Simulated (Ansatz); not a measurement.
**Li (Im-3m): phonon-mediated transition temperature**

Wanted: λ, ω_log and Tc of Li (Im-3m). The cell shown first is a relaxed one, from steps not shown here.

Program: Ansatz 0.2.0. Level of theory: DFT PBE, scalar-relativistic, plane waves, PseudoDojo norm-conserving pseudopotentials, in the first sound run; inputs show where later runs differ. Results are calculated unless marked as measured.

In doubt: the program doubts the meshes or the phonons of the coupling sums, which bears on λ, Tc and transport values.

## (1) The cell after earlier relaxation steps

It takes space group Im-3m (No. 229, cubic). The conventional cell has a = 3.439 Å, b = 3.439 Å, c = 3.439 Å, α = 90.00°, β = 90.00°, γ = 90.00°. Nearest to Li lie 8 Li at 2.98 Å.

As a file:

```cif
data_structure
_symmetry_space_group_name_H-M 'Im-3m'
_symmetry_Int_Tables_number 229
_cell_length_a 3.4385
_cell_length_b 3.4385
_cell_length_c 3.4385
_cell_angle_alpha 90.000
_cell_angle_beta 90.000
_cell_angle_gamma 90.000
_cell_volume 40.66
loop_
_atom_site_label
_atom_site_type_symbol
_atom_site_symmetry_multiplicity
_atom_site_Wyckoff_symbol
_atom_site_fract_x
_atom_site_fract_y
_atom_site_fract_z
_atom_site_occupancy
Li1 Li 2 a 0.00000 0.00000 0.00000 1
```

## (2) Resistivity: PseudoDojo files

The run that gives the couplings also evaluates McMillan's and Allen and Dynes's formulas and, where asked, the Eliashberg equations, over a range of μ*.

File input.yaml:

```yaml
crystal:
  lattice:
    - [-1.7192733157, 1.7192733157, 1.7192733157]
    - [1.7192733157, -1.7192733157, 1.7192733157]
    - [1.7192733157, 1.7192733157, -1.7192733157]
  atoms:
    - { symbol: Li, position: [0.0, 0.0, 0.0] }
kpoints:
  mp_grid: { grid: [12, 12, 12] }
hamiltonian:
  xc: pbe
  pseudopotentials: { kind: nc, accuracy: standard }
scf:
  occupations: { method: methfessel_paxton, width: 0.2 }
output:
  eigenvalues: true
phonons:
  method: dfpt
  qmesh: [4, 4, 4]
  temperatures: { t_max: 1000, t_step: 50 }
  qpath:
    path:
      - [[0.0, 0.0, 0.0], [0.5, -0.5, 0.5], [0.0, 0.0, 0.5], [0.0, 0.0, 0.0], [0.25, 0.25, 0.25], [0.5, -0.5, 0.5]]
      - [[0.25, 0.25, 0.25], [0.0, 0.0, 0.5]]
    npoints: 6
  electrical_resistivity:
    mesh: [16, 16, 16]
    temperatures: [20.0, 50.0, 80.0, 100.0, 150.0, 200.0, 273.0, 300.0, 400.0, 500.0, 600.0, 800.0]
  superconductivity: { mesh: [16, 16, 16], eliashberg_equations: false }
```

The run is started by

```bash
ansatz run input.yaml --threads 16 --pin off --max-ram 92160MiB --backend cuda --events-out ev --progress --plain --runs-dir out --max-vram 78GiB
```

Numbers of over 12 decimals in the logs are rounded to 6 here.

Output:

```text
Engine: ansatz 0.2.0, aarch64-unknown-linux-gnu
Pseudopotentials: kind: nc
Pseudopotential: Li, nc, valence charge 3, recommended cutoff 1006.821291 eV (normal), Li.nc.azcp (PseudoDojo's, or run here from an input of PseudoDojo's; its table is named by hamiltonian.pseudopotentials.accuracy)
Functional definition: PBE
  parameter kappa = 0.804
  parameter beta = 0.066725
  exchange = pbe_x(kappa = kappa, mu = beta*pi^2/3)
  correlation = pbe_c(beta = beta)
[...]
Crystal: 1 atoms, lattice volume = 20.328 Å³
Basis set: ecut = 1006.821291 eV, 1481 PW (Γ), exchange–correlation on 64×64×64 points (8 copies of the dense FFT grid, shifted against one another)
Bands: 6, of which v1, the nominal top of the filled ones, is band 2 counted from 1 (1 counted from 0)
Symmetry: 48 space group operations
k-points: 72 of 1728
Non-local potential: Li, projectors of the file, l = 0: 2, l = 1: 2
Initial density: superposition of atomic densities (chi_scale 0.1, normalization cell)
Initial wavefunctions: pseudopotential atomic-orbital guess
[...]
Functional: x = pbe(κ = 0.804, μ = 0.219515), c = pbe(β = 0.066725)
SCF iter   1: F=—  HF=-196.034445 eV  |F-HF|=—  |Δ(HF+E_count)|=         —  Δρ=4.77e-3  dr2=4.05e-3  ethr=3.10e-3  ⟨swp⟩=4.4  Hψ=3650  notcnv=0
preconditioner: auto → none  [metal: Δε(μ)=0.054 eV  Ē_g=10.677 eV  σ=0.200 eV  W_gap=0.23  n_scr=0 (ndim 8)  ℏωp=8.2 eV  f_vac=0.000  D(μ)=0.69/eV (n_scr^D=0)]
SCF iter   2: F=—  HF=-196.033036 eV  |F-HF|=—  |Δ(HF+E_count)|=   1.41e-3  S|Δr|=    0.00e0  Δρ=1.92e-3  dr2=8.40e-4  ethr=1.35e-4  ⟨swp⟩=1.0  Hψ=1008  notcnv=0
[...]
SCF iter   6: F=-196.032823 eV  HF=-196.032823 eV  |F-HF|=1.71e-12  |Δ(HF+E_count)|=  1.97e-11  S|Δr|=    0.00e0  Δρ=2.91e-7  dr2=2.81e-12  ethr=1.00e-12  ⟨swp⟩=4.9  Hψ=2421  notcnv=0
SCF 1 converged in 6 iterations: F = -196.032823 eV  dr2 = 2.81e-12
[...]
NSCF: frozen V_eff on 72 k-points, pencils in batches of 32, up to order 24
[...]
NSCF: frozen V_eff on 72 k-points
[...]
DFPT response loops at q = (0, 0, 0) (fractional): preconditioner auto → Kerker (q_TF=auto, 1.983 Å⁻¹) (partly filled bands, converged f_vac=0.000); β = 1.00, the filter's whole step (`scf.mixing.beta` (0.50) is not read by the response loops under this deck's `scf.mixing.preconditioner`; to damp them name `kerker` or `kerker_dos`, under which they read `scf.mixing.beta`, and type it under 1.00, their step now; both keys bind the ground state too); Anderson in place of MSR1; while a model of the screening serves, it and β = 1 on shorter waves in the place of filter and β
[...]
NSCF: frozen V_eff on 72 k-points
[...]
DFPT response loops at q = (0, 0, 0.25) (fractional): mixed as the last ones told, above
[...]
DFPT response loops at q = (0, 0, -0.5) (fractional): mixed as the last ones told, above
[...]
DFPT response loops at q = (0, 0.25, 0.25) (fractional): mixed as the last ones told, above
[...]
DFPT response loops at q = (0.25, 0.25, 0.25) (fractional): mixed as the last ones told, above
[...]
DFPT response loops at q = (0.25, 0.25, -0.25) (fractional): mixed as the last ones told, above
[...]
DFPT response loops at q = (0.25, -0.5, -0.5) (fractional): mixed as the last ones told, above
[...]
DFPT response loops at q = (-0.5, -0.5, -0.5) (fractional): mixed as the last ones told, above
[...]
SCF iter   1: F=—  HF=-196.034445 eV  |F-HF|=—  |Δ(HF+E_count)|=         —  Δρ=4.77e-3  dr2=4.05e-3  ethr=3.10e-3  ⟨swp⟩=4.4  Hψ=3650  notcnv=0
SCF iter   2: F=—  HF=-196.033036 eV  |F-HF|=—  |Δ(HF+E_count)|=   1.41e-3  S|Δr|=    0.00e0  Δρ=1.92e-3  dr2=8.40e-4  ethr=1.35e-4  ⟨swp⟩=1.0  Hψ=1008  notcnv=0
SCF iter   3: F=—  HF=-196.032767 eV  |F-HF|=—  |Δ(HF+E_count)|=   2.69e-4  S|Δr|=    0.00e0  Δρ=2.21e-4  dr2=2.63e-6  ethr=2.80e-5  ⟨swp⟩=1.6  Hψ=478  notcnv=0
SCF iter   4: F=—  HF=-196.032742 eV  |F-HF|=—  |Δ(HF+E_count)|=   2.49e-5  S|Δr|=    0.00e0  Δρ=9.05e-6  dr2=1.67e-8  ethr=8.76e-8  ⟨swp⟩=1.5  Hψ=480  notcnv=0
SCF iter   5: F=—  HF=-196.032823 eV  |F-HF|=—  |Δ(HF+E_count)|=   8.14e-5  S|Δr|=    0.00e0  Δρ=8.52e-7  dr2=6.94e-11  ethr=5.56e-10  ⟨swp⟩=1.5  Hψ=475  notcnv=0
SCF iter   6: F=-196.032823 eV  HF=-196.032823 eV  |F-HF|=1.71e-12  |Δ(HF+E_count)|=  8.10e-12  S|Δr|=    0.00e0  Δρ=2.92e-7  dr2=2.79e-12  ethr=1.00e-12  ⟨swp⟩=2.5  Hψ=803  notcnv=0
SCF 2 converged in 6 iterations: F = -196.032823 eV  dr2 = 2.79e-12
[...]
SCF converged after 6 iterations
[...]
Hall coefficient in a weak field at 50 K (a third of the trace): -3.156e-10 m³/C (as a tensor it moves by 24.0 % between the two finest meshes); by each state's relaxation time: -2.975e-10 m³/C; by a constant relaxation time: -1.236e-10 m³/C
  mean free path at 80 K (of a tensor a third of its trace): 182 nm by what each carries, 79.6 by the Fermi surface alone
  Hall coefficient in a weak field at 80 K (a third of the trace): -2.239e-10 m³/C (as a tensor it moves by 12.1 % between the two finest meshes); by each state's relaxation time: -2.184e-10 m³/C; by a constant relaxation time: -1.233e-10 m³/C
  mean free path at 100 K (of a tensor a third of its trace): 91.6 nm by what each carries, 47.2 by the Fermi surface alone
  Hall coefficient in a weak field at 100 K (a third of the trace): -1.882e-10 m³/C (as a tensor it moves by 10.4 % between the two finest meshes); by each state's relaxation time: -1.875e-10 m³/C; by a constant relaxation time: -1.232e-10 m³/C
  mean free path at 150 K (of a tensor a third of its trace): 34.0 nm by what each carries, 22.0 by the Fermi surface alone
  Hall coefficient in a weak field at 150 K (a third of the trace): -1.545e-10 m³/C (as a tensor it moves by 11.8 % between the two finest meshes); by each state's relaxation time: -1.557e-10 m³/C; by a constant relaxation time: -1.231e-10 m³/C
  mean free path at 200 K (of a tensor a third of its trace): 20.2 nm by what each carries, 14.4 by the Fermi surface alone
  Hall coefficient in a weak field at 200 K (a third of the trace): -1.450e-10 m³/C (as a tensor it moves by 11.5 % between the two finest meshes); by each state's relaxation time: -1.456e-10 m³/C; by a constant relaxation time: -1.230e-10 m³/C
  mean free path at 273 K (of a tensor a third of its trace): 13.0 nm by what each carries, 9.68 by the Fermi surface alone
  Hall coefficient in a weak field at 273 K (a third of the trace): -1.407e-10 m³/C (as a tensor it moves by 11.1 % between the two finest meshes); by each state's relaxation time: -1.407e-10 m³/C; by a constant relaxation time: -1.229e-10 m³/C
  mean free path at 300 K (of a tensor a third of its trace): 11.5 nm by what each carries, 8.67 by the Fermi surface alone
  Hall coefficient in a weak field at 300 K (a third of the trace): -1.401e-10 m³/C (as a tensor it moves by 11.1 % between the two finest meshes); by each state's relaxation time: -1.400e-10 m³/C; by a constant relaxation time: -1.229e-10 m³/C
  mean free path at 400 K (of a tensor a third of its trace): 8.29 nm by what each carries, 6.30 by the Fermi surface alone
  Hall coefficient in a weak field at 400 K (a third of the trace): -1.396e-10 m³/C (as a tensor it moves by 11.0 % between the two finest meshes); by each state's relaxation time: -1.391e-10 m³/C; by a constant relaxation time: -1.228e-10 m³/C
  mean free path at 500 K (of a tensor a third of its trace): 6.54 nm by what each carries, 4.98 by the Fermi surface alone
  Hall coefficient in a weak field at 500 K (a third of the trace): -1.403e-10 m³/C (as a tensor it moves by 11.1 % between the two finest meshes); by each state's relaxation time: -1.395e-10 m³/C; by a constant relaxation time: -1.227e-10 m³/C
  mean free path at 600 K (of a tensor a third of its trace): 5.45 nm by what each carries, 4.14 by the Fermi surface alone
  Hall coefficient in a weak field at 600 K (a third of the trace): -1.417e-10 m³/C (as a tensor it moves by 11.2 % between the two finest meshes); by each state's relaxation time: -1.404e-10 m³/C; by a constant relaxation time: -1.226e-10 m³/C
  mean free path at 800 K (of a tensor a third of its trace): 4.17 nm by what each carries, 3.12 by the Fermi surface alone
  Hall coefficient in a weak field at 800 K (a third of the trace): -1.459e-10 m³/C (as a tensor it moves by 11.6 % between the two finest meshes); by each state's relaxation time: -1.431e-10 m³/C; by a constant relaxation time: -1.223e-10 m³/C
  the resistivity times a path that all electrons share, by the Fermi surface of the deck's mesh alone (a third of the trace): 9.547e-16 Ω·m²
  not converged in the mesh (λ; λ_tr; the resistivity at 20 K by 232.40 %; the resistivity at 50 K by 63.54 %; the resistivity at 80 K by 29.35 %; the resistivity at 100 K by 21.64 %; the resistivity at 150 K by 15.12 %; the resistivity at 200 K by 13.38 %; the resistivity at 273 K by 12.63 %; the resistivity at 300 K by 12.53 %; the resistivity at 400 K by 12.52 %; the resistivity at 500 K by 12.74 %; the resistivit [...]
  vibrations of 64 cells: unjudged by the run; compare a larger repeat
  the changes of the potential over all sites missed a rigid shift's by 0.00 % (the site terms' by 0.00 %)
  at the force constants' own smearing the fine mesh and the k-points of their solves give squared frequencies that differ by 47.6 % of the larger at the most, at (0, 0, 0.25)
--- Superconductivity: potentials and phonons of a 4×4×4 supercell ---
  pairing by harmonic phonons, in the closed forms alone; spin fluctuations are left out, and so is spin–orbit coupling
           mesh         λ    ħω_log (meV)  μ* declared at (meV)
       16×16×16    0.4802          12.806               20.969
          8×8×8    0.5639          11.017               19.751
          4×4×4    1.0949           8.567               16.491
  λ by the species' shares of the modes' patterns: Li 0.4802
  transition temperature on the deck's mesh (K), isotropic and anisotropic, restricted to the Fermi surface (FSR) and over the full bandwidth (FBW), and the last with the density of states resolved in a narrower window:
        μ*   McMillan   Allen–Dynes      iso. FSR      iso. FBW    aniso. FSR    aniso. FBW  narrow window
      0.08      2.073         2.127             -             -             -             -              -
      0.10      1.531         1.567             -             -             -             -              -
      0.12      1.077         1.100             -             -             -             -              -
      0.13      0.884         0.902             -             -             -             -              -
      0.14      0.713         0.727             -             -             -             -              -
      0.16      0.436         0.444             -             -             -             -              -
      0.20      0.116         0.117             -             -             -             -              -
  not judged without the Eliashberg equations: between neighbouring meshes, the two finest first, λ moves by 17.43 % and 94.16 %
  vibrations of 64 cells: unjudged by the run; compare a larger repeat
  the changes of the potential over all sites missed a rigid shift's by 0.00 % (the site terms' by 0.00 %)
  at the force constants' own smearing the fine mesh and the k-points of their solves give squared frequencies that differ by 47.6 % of the larger at the most, at (0, 0, 0.25)
```

Elapsed: 20 s, on 1 × NVIDIA GB200 with 16 threads of Arm Neoverse V2, shared host; peak memory 2.2 GiB.

Reading the cycles: dr2 is the Hartree energy of the density residual (eV), the measure of convergence; HF is the Harris–Foulkes estimate of the energy, which meets the free energy F at convergence.

Numbers from this step:

* volume per atom: 20.33 Å³/atom
* metallic on mesh: yes
* gap on the k-mesh: 0 eV
* zero point energy: 0.03915 eV/cell
* share of imaginary modes in the plain interpolation between solved wavevectors: 0.0017
* highest frequency, solved or plainly interpolated: 329.6 cm⁻¹
* Debye temperature (second moment): 419 K
* resistivity at 300 K: 11.01 μΩ cm
* coupling constant λ: 0.4802
* density of states at the Fermi level: 0.238 states/eV a spin and cell
* log mean phonon energy ħω_log: 12.81 meV
* transport coupling constant λ_tr: 0.534, 0.534, 0.534 (xx, yy, zz)
* Drude plasma energy: 6.653, 6.653, 6.653 eV (xx, yy, zz)
* resistivity times mean free path: 9.547, 9.547, 9.547 × 10⁻¹⁶ Ω m² (xx, yy, zz)
* second-moment phonon energy ħω₂: 20.97 meV
* coupling λ by branch: 0.286, 0.0857, 0.109 (branches by rank of frequency)

Transition temperatures:

```
  μ*  McMillan Tc (K)  Allen–Dynes Tc (K)
0.08             2.07                2.13
 0.1             1.53                1.57
0.12             1.08                 1.1
0.13            0.884               0.902
0.14            0.713               0.727
0.16            0.436               0.444
 0.2            0.116               0.117
```

## (3) Electron–phonon run: finite displacements

Finite displacements in a supercell are the other road to force constants and couplings; here with the base functional.

This step: DFT PBE, scalar-relativistic, plane waves, PAW; PAW set soft_1 (Ansatz 0.2.0).

Changes to input.yaml since step 2:

```diff
@@ -2,5 +2,5 @@
   lattice:
-    - [-1.7192733157, 1.7192733157, 1.7192733157]
-    - [1.7192733157, -1.7192733157, 1.7192733157]
-    - [1.7192733157, 1.7192733157, -1.7192733157]
+    - [-1.7169924773, 1.7169924773, 1.7169924773]
+    - [1.7169924773, -1.7169924773, 1.7169924773]
+    - [1.7169924773, 1.7169924773, -1.7169924773]
   atoms:
@@ -11,3 +11,3 @@
   xc: pbe
-  pseudopotentials: { kind: nc, accuracy: standard }
+  pseudopotentials: { kind: paw, azcp: { folder: soft_1 } }
 scf:
@@ -17,4 +17,4 @@
 phonons:
-  method: dfpt
-  qmesh: [4, 4, 4]
+  method: fd
+  supercell: [4, 4, 4]
   temperatures: { t_max: 1000, t_step: 50 }
```

Output:

```text
[...]
Crystal: 64 atoms, lattice volume = 1295.821 Å³
Basis set: ecut = 420 eV, 25267 PW (Γ), exchange–correlation on 160×160×160 points (8 copies of the dense FFT grid, shifted against one another)
Bands: 384, of which v1, the nominal top of the filled ones, is band 96 counted from 1 (95 counted from 0)
Symmetry: 3072 space group operations
k-points: 4 of 27
[...]
SCF iter   1: F=—  HF=-13099.734499 eV  |F-HF|=—  |Δ(HF+E_count)|=         —  Δρ=2.94e-8  dr2=7.67e-12  ethr=1.00e-12  ⟨swp⟩=3.0  Hψ=2989  notcnv=0
[...]
SCF iter   2: F=-13099.734499 eV  HF=-13099.734499 eV  |F-HF|=0.00e0  |Δ(HF+E_count)|=  2.00e-11  S|Δr|=    0.00e0  Δρ=1.84e-8  dr2=3.27e-12  ethr=1.00e-12  ⟨swp⟩=2.0  Hψ=1954  notcnv=0
SCF 1 converged in 2 iterations: F = -13099.734499 eV  dr2 = 3.27e-12
[...]
Symmetry: 8 space group operations
k-points: 6 of 27 (time reversal used)
[...]
iter 1 solved again at ethr=6.10e-9 eV; its pass at ethr=3.10e-3 eV (dr2=1.17e-5 eV) is discarded
[...]
SCF iter   2: F=—  HF=-13099.734496 eV  |F-HF|=—  |Δ(HF+E_count)|=   1.38e-4  S|Δr|=    0.00e0  Δρ=5.56e-6  dr2=3.39e-6  ethr=6.05e-9  ⟨swp⟩=1.0  Hψ=728  notcnv=0  defer=6
[...]
SCF iter   7: F=-13099.734495 eV  HF=-13099.734495 eV  |F-HF|=1.27e-11  |Δ(HF+E_count)|=    0.00e0  S|Δr|=    0.00e0  Δρ=1.94e-9  dr2=1.71e-13  ethr=1.00e-12  ⟨swp⟩=3.0  Hψ=3538  notcnv=0
SCF 2 converged in 7 iterations: F = -13099.734495 eV  dr2 = 1.71e-13
[...]
Crystal: 1 atoms, lattice volume = 20.247 Å³
Basis set: ecut = 420 eV, 381 PW (Γ), exchange–correlation on 40×40×40 points (8 copies of the dense FFT grid, shifted against one another)
Bands: 6, of which v1, the nominal top of the filled ones, is band 2 counted from 1 (1 counted from 0)
[...]
SCF iter   1: F=—  HF=-204.693462 eV  |F-HF|=—  |Δ(HF+E_count)|=         —  Δρ=3.30e-3  dr2=2.89e-3  ethr=3.10e-3  ⟨swp⟩=4.6  Hψ=3279  notcnv=0
[...]
SCF iter   2: F=—  HF=-204.684601 eV  |F-HF|=—  |Δ(HF+E_count)|=   8.86e-3  S|Δr|=    0.00e0  Δρ=1.66e-3  dr2=7.47e-4  ethr=9.62e-5  ⟨swp⟩=2.4  Hψ=1141  notcnv=0
[...]
SCF iter   5: F=—  HF=-204.683352 eV  |F-HF|=—  |Δ(HF+E_count)|=   6.95e-9  S|Δr|=    0.00e0  Δρ=2.25e-6  dr2=3.99e-10  ethr=2.38e-10  ⟨swp⟩=2.3  Hψ=539  notcnv=0
[...]
SCF 3 converged in 6 iterations: F = -204.683352 eV  dr2 = 6.52e-14
[...]
SCF converged after 2 iterations
[...]
vibrations of 64 cells: unjudged by the run; compare a larger repeat
[...]
--- Superconductivity: potentials and phonons of a 4×4×4 supercell ---
[...]
mesh         λ    ħω_log (meV)  μ* declared at (meV)
       16×16×16    0.4792          13.096               21.032
          8×8×8    0.5656          11.159               19.760
          4×4×4    1.1282           8.387               16.297
  λ by the species' shares of the modes' patterns: Li 0.4792
[...]
0.08      2.104         2.159             -             -             -             -              -
      0.10      1.552         1.589             -             -             -             -              -
      0.12      1.091         1.114             -             -             -             -              -
      0.13      0.894         0.913             -             -             -             -              -
      0.14      0.721         0.735             -             -             -             -              -
      0.16      0.440         0.448             -             -             -             -              -
      0.20      0.116         0.117             -             -             -             -              -
[...]
vibrations of 64 cells: unjudged by the run; compare a larger repeat
[...]
```

Run time: 14 s. Hardware: 1 × NVIDIA GB200 with 16 threads; peak memory 2.1 GiB; 80 s of CPU time.

Numbers from this step:

| Item | Value |
| --- | --- |
| volume per atom | 20.25 Å³/atom |
| zero point energy | 0.03929 eV/cell |
| highest frequency, solved or plainly interpolated | 330.6 cm⁻¹ |
| Debye temperature (second moment) | 420 K |
| resistivity at 300 K | 11.03 μΩ cm |
| coupling constant λ | 0.4792 |
| density of states at the Fermi level | 0.2377 states/eV a spin and cell |
| log mean phonon energy ħω_log | 13.1 meV |
| transport coupling constant λ_tr | 0.5381, 0.5381, 0.5381 (xx, yy, zz) |
| Drude plasma energy | 6.664, 6.664, 6.664 eV (xx, yy, zz) |
| resistivity times mean free path | 9.52, 9.52, 9.52 × 10⁻¹⁶ Ω m² (xx, yy, zz) |
| second-moment phonon energy ħω₂ | 21.03 meV |
| coupling λ by branch | 0.285, 0.0863, 0.108 (branches by rank of frequency) |

Transition temperatures:

```
  μ*  McMillan Tc (K)  Allen–Dynes Tc (K)
0.08              2.1                2.16
 0.1             1.55                1.59
0.12             1.09                1.11
0.13            0.894               0.913
0.14            0.721               0.735
0.16             0.44               0.448
 0.2            0.116               0.117
```

(Continued in part 2 of 2.)

[Logs are printed without paths, hosts, clocks, repeated set-up lines and the standing remarks that a program may print on its own settings, such as how far it seeks lower states.]

[Hosts, paths, dates, database ids (printed as entryN), source tags and the programs' standing remarks are cut or masked in the printed files.]
